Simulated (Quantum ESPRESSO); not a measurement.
# How PbS (Galena) absorbs and reflects light, part 3 of 3

Aim: the dielectric function of PbS (Galena), and the optical constants that follow from it. The cell comes from an older database entry, whose edges can differ from later determinations, mostly by under a per cent.

Quantum ESPRESSO 7.5; DFT, PBE, plane waves with norm-conserving potentials (PseudoDojo), scalar-relativistic, independent-particle optical response without local fields and without the non-local commutator.

So far. Step 2 (Ground state): There is a gap, 0.96 eV on this mesh (points off the mesh can give less), so no carriers' term is needed.

The database entry behind the starting cell differs from later determinations by our own check (about 0.1 % short), so it need not match the best structure at ambient conditions.

## Step 5: Dielectric function

With the density converged, the vertical transitions are summed over the zone.

This step: DFT, PBE, plane waves with norm-conserving potentials (PseudoDojo), scalar-relativistic, independent-particle optical response without local fields and without the non-local commutator (Quantum ESPRESSO 7.5).

Input file epsilon.in:

```
&inputpp
  prefix = 'x'
  outdir = './tmp'
  calculation = 'eps'
/
&energy_grid
  smeartype = 'gauss'
  intersmear = 0.2
  wmin = 0.0
  wmax = 22
  nw = 500
/
```

The run is started by

```
$ mpirun -n 4 epsilon.x -nk 4 -in epsilon.in
```

Log:

```text
[banner, memory and clock lines left out]

     Broadcasting variables...

     IMPORTANT: XC functional enforced from input :
     Exchange-correlation= PBE
                           (   1   4   3   4   0   0   0)
     Any further DFT definition will be discarded

     G-vector sticks info

     Fermi energy [eV] is:  8.70485
     The system is a dielectric...
     metallic system: redefining wmin =     0.000000

     Performing eps calculation...

     xx,yy,zz plasmon frequences [eV] are:    15.699261940   15.699261949   15.699261946
```

The job ended after 3.2 s (4 MPI ranks of Arm Neoverse N1, shared host; peak memory 0.05 GiB; 12 s of CPU time).

Read-outs, printed or worked out from the files:

```
electronic dielectric constant ε∞, mean over x, y and z (by symmetry where fewer were run) : 16.79
centre of weight of the strongest loss peak in the window                                  : 17.74 eV
```

Some rows of epsi_x.dat:

```text
# energy grid [eV]     epsi_x  epsi_y  epsi_z
#
    0.176352705    1.074629175    1.074629175    1.074629175
    1.234468938    4.238437783    4.238437783    4.238437783
    2.292585170   12.934328415   12.934328415   12.934328415
    3.350701403   11.091613514   11.091613514   11.091613514
    4.408817635    5.833960127    5.833960128    5.833960127
    5.466933868    3.743874770    3.743874771    3.743874770
    6.525050100    2.539196464    2.539196465    2.539196464
    7.583166333    2.424911388    2.424911389    2.424911388
    8.641282565    3.687232499    3.687232499    3.687232499
    9.699398798    2.653696954    2.653696954    2.653696954
   10.757515030    1.764083647    1.764083648    1.764083648
   11.815631263    1.333450379    1.333450380    1.333450380
   12.873747495    0.958817083    0.958817084    0.958817084
   13.931863727    0.843541840    0.843541841    0.843541841
   14.989979960    0.745081232    0.745081234    0.745081233
   16.048096192    0.558390805    0.558390807    0.558390806
   17.106212425    0.444696806    0.444696808    0.444696807
   18.164328657    0.466302174    0.466302177    0.466302176
   19.222444890    0.374093476    0.374093479    0.374093478
   20.280561122    0.242520825    0.242520829    0.242520827
   21.338677355    0.245965902    0.245965906    0.245965905
```

The Im ε, any direction has structure finer than the step of the table below, so its rows give means over 1 eV, whole bins alone (the curve runs from 0 to 22 eV). Peaks (eV: height): 0.4: 5.03, 2.8: 33.9, 3.9: 22.2.

Sum at mesh points, not converged in k; values under the direct gap are tails of Lorentzian lines. The Im ε, any direction by photon energy; means over each step:

```
photon energy (eV)  Im ε, any direction
                 1                 2.19
                 2                 9.20
                 3                 22.1
                 4                 12.9
                 5                 4.76
                 6                 3.27
                 7                 2.88
                 8                 2.70
                 9                 2.94
                10                 2.17
                11                 1.73
                12                 1.38
                13                0.983
                14                0.797
                15                0.707
                16                0.588
                17                0.474
                18                0.463
                19                0.388
                20                0.276
                21                0.272
```

The reflectivity at normal incidence, any direction has structure finer than the step of the table below, so its rows give means over 0.5 eV, whole bins alone (the curve runs from 0 to 22 eV). Peaks (eV: height): 2.82: 59.5, 4.14: 71.7, 5.38: 48.6, 9.83: 35.4, 10.80: 37.9, 11.51: 37.9, 12.74: 37.1.

Sum at mesh points, not converged in k. Reflectivity at normal incidence, any direction against photon energy; means over each step:

photon energy (eV), reflectivity at normal incidence, any direction (%) and a bar:
```
      0.5       34.3 ###############
      1.0       37.0 ################
      1.5       38.8 #################
      2.0       43.2 ####################
      2.5       50.2 #######################
      3.0       58.4 ############################
      3.5       46.8 #####################
      4.0       63.1 ##############################
      4.5       58.9 ############################
      5.0       46.5 #####################
      5.5       44.3 ####################
      6.0       42.6 ###################
      6.5       31.3 #############
      7.0       26.1 ###########
      7.5       28.9 ############
      8.0       19.8 #######
      8.5       27.3 ###########
      9.0       29.9 #############
      9.5       30.6 #############
     10.0       32.4 ##############
     10.5       29.9 #############
     11.0       28.4 ############
     11.5       33.7 ###############
     12.0       24.9 ##########
     12.5       32.9 ##############
     13.0       31.7 ##############
     13.5       25.3 ##########
     14.0       29.1 ############
     14.5       20.7 ########
     15.0       21.3 ########
     15.5       21.2 ########
     16.0       16.2 #####
     16.5       17.3 ######
     17.0       17.2 ######
     17.5       12.4 ###
     18.0        9.8 ##
     18.5       12.3 ###
     19.0       11.4 ###
     19.5       10.3 ##
     20.0        9.0 ##
     20.5        5.9 
     21.0        6.0 
     21.5        6.1
```

The loss function −Im 1/ε at q → 0, any direction has structure finer than the step of the table below, so its rows give means over 1 eV, whole bins alone (the curve runs from 0 to 22 eV). Peaks (eV: height): 14.2: 1.69, 14.9: 1.63, 15.7: 1.89, 17.0: 2.60, 18.7: 2.17, 19.3: 2.25, 19.9: 2.15.

Sum at mesh points, not converged in k; values under the direct gap are tails of Lorentzian lines. Loss function −Im 1/ε at q → 0, any direction against energy loss; means over each step:

```
energy loss (eV)  loss function −Im 1/ε at q → 0, any direction
               1                                        0.00782
               2                                         0.0176
               3                                         0.0461
               4                                         0.0602
               5                                          0.151
               6                                          0.249
               7                                          0.338
               8                                          0.371
               9                                          0.325
              10                                          0.415
              11                                          0.492
              12                                          0.636
              13                                          0.841
              14                                           1.17
              15                                           1.40
              16                                           1.69
              17                                           2.01
              18                                           1.71
              19                                           2.00
              20                                           1.62
              21                                           1.26
```

At chosen wavelengths:

```
wavelength (nm)     n      k  R (%)     1/α
            800  4.25  0.377   38.7  169 nm
            633  4.55  0.849   42.2   59 nm
            532  4.51  1.299   43.7   33 nm
            450  4.84  3.424   57.8   10 nm
            405  3.17  3.602   58.3  8.9 nm
            308  2.13  3.936   66.4  6.2 nm
            248  1.32  1.869   40.6   11 nm
```

Below the direct gap, k and the depth come from the tails of the Lorentzian lines, not from transitions.

## Step 6: Summary of results

```json
{
 "electronic dielectric constant ε∞, mean over x, y and z (by symmetry where fewer were run) (independent particles)": "16.8",
 "centre of weight of the strongest loss peak in the window, first axis": "17.7 eV"
}
```

What this shows: At this level (PBE, independent particles) PbS has ε∞ = 16.8 and n = 3.88 at 1550 nm. Excitons and phonon-assisted transitions are missing, and so are local fields; PBE gaps are as a rule too small, which pulls the onset down and ε∞ up, while the missing spin-orbit coupling works the other way with such heavy atoms. Spin-orbit coupling is left out although heavy atoms are present. epsilon.x leaves out the commutator of the non-local potential, so its intensities are off, as a rule too high. The sum runs over mesh points 0.18 Å⁻¹ apart with no interpolation, so peaks are partly noise of the mesh; over so small a direct gap single mesh points weigh heavily, so ε∞, n and their changes from run to run can be far off.

[Machine, clock, banner and «Message from routine» lines are left out of the logs.]

[Logs are printed without paths, hosts, clocks, repeated set-up lines and the standing remarks that a program may print on its own settings, such as how far it seeks lower states.]

[Hosts, paths, dates, database ids (printed as entryN), source tags and the programs' standing remarks are cut or masked in the printed files.]
